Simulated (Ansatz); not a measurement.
# Eu: which shell does photoemission see at 21.2 and 100 eV? (PBE)

The valence band of Eu mixes several shells. Work out by hand which one leads the spectrum's area at each photon energy.

Filled states come from the projected DOS of Ansatz 0.2.0 (PBE, plane waves); cross sections σ and asymmetry parameters β are those of free atoms in a Dirac–Hartree–Slater calculation. A shell's area is states × σ × angular factor, which is 1 − β·P₂(cos θ)/2 for unpolarised light, with θ = 54.7° from the beam and P₂ = 0.001.

**At 21.2 eV** (states counted from 11.2 eV below the zero; other shells add 0.016 to the products' sum of 4.65):

| shell | filled states a cell | cross section (Mb an electron) | β | angular factor | product | share by hand (%) | share in the simulated spectrum (%) |
| --- | --- | --- | --- | --- | --- | --- | --- |
| Eu 5d | 1.22 | 2.63 | 0.67 | 1.00 | 3.22 | 69 | 69 |
| Eu 4f | 6.90 | 0.206 | 1.53 | 1.00 | 1.42 | 30 | 31 |

**At 100 eV** (states counted from 22.1 eV below the zero; other shells add 0.33 to the products' sum of 5.84):

| shell | filled states a cell | cross section (Mb an electron) | β | angular factor | product | share by hand (%) | share in the simulated spectrum (%) |
| --- | --- | --- | --- | --- | --- | --- | --- |
| Eu 5d | 1.27 | 0.0127 | 1.86 | 1.00 | 0.0162 | 0 | 0 |
| Eu 4f | 6.90 | 0.796 | 0.38 | 1.00 | 5.49 | 94 | 94 |

Eu 5d leads at 21.2 eV and Eu 4f at 100 eV. Between the two energies σ of Eu 5d changes by a factor 0.0048 and that of Eu 4f by 3.9, so their ratio moves 799-fold in favour of the second. The simulated spectrum uses the same rule on the energy-resolved DOS, so the two share columns agree within a few points.

Only crystals where the two columns agree within 4 points and the lead is clear are worked in this form. Free-atom cross sections ignore the solid's final states, no escape depth or background enters, and the count of states a shell hangs on the projection.
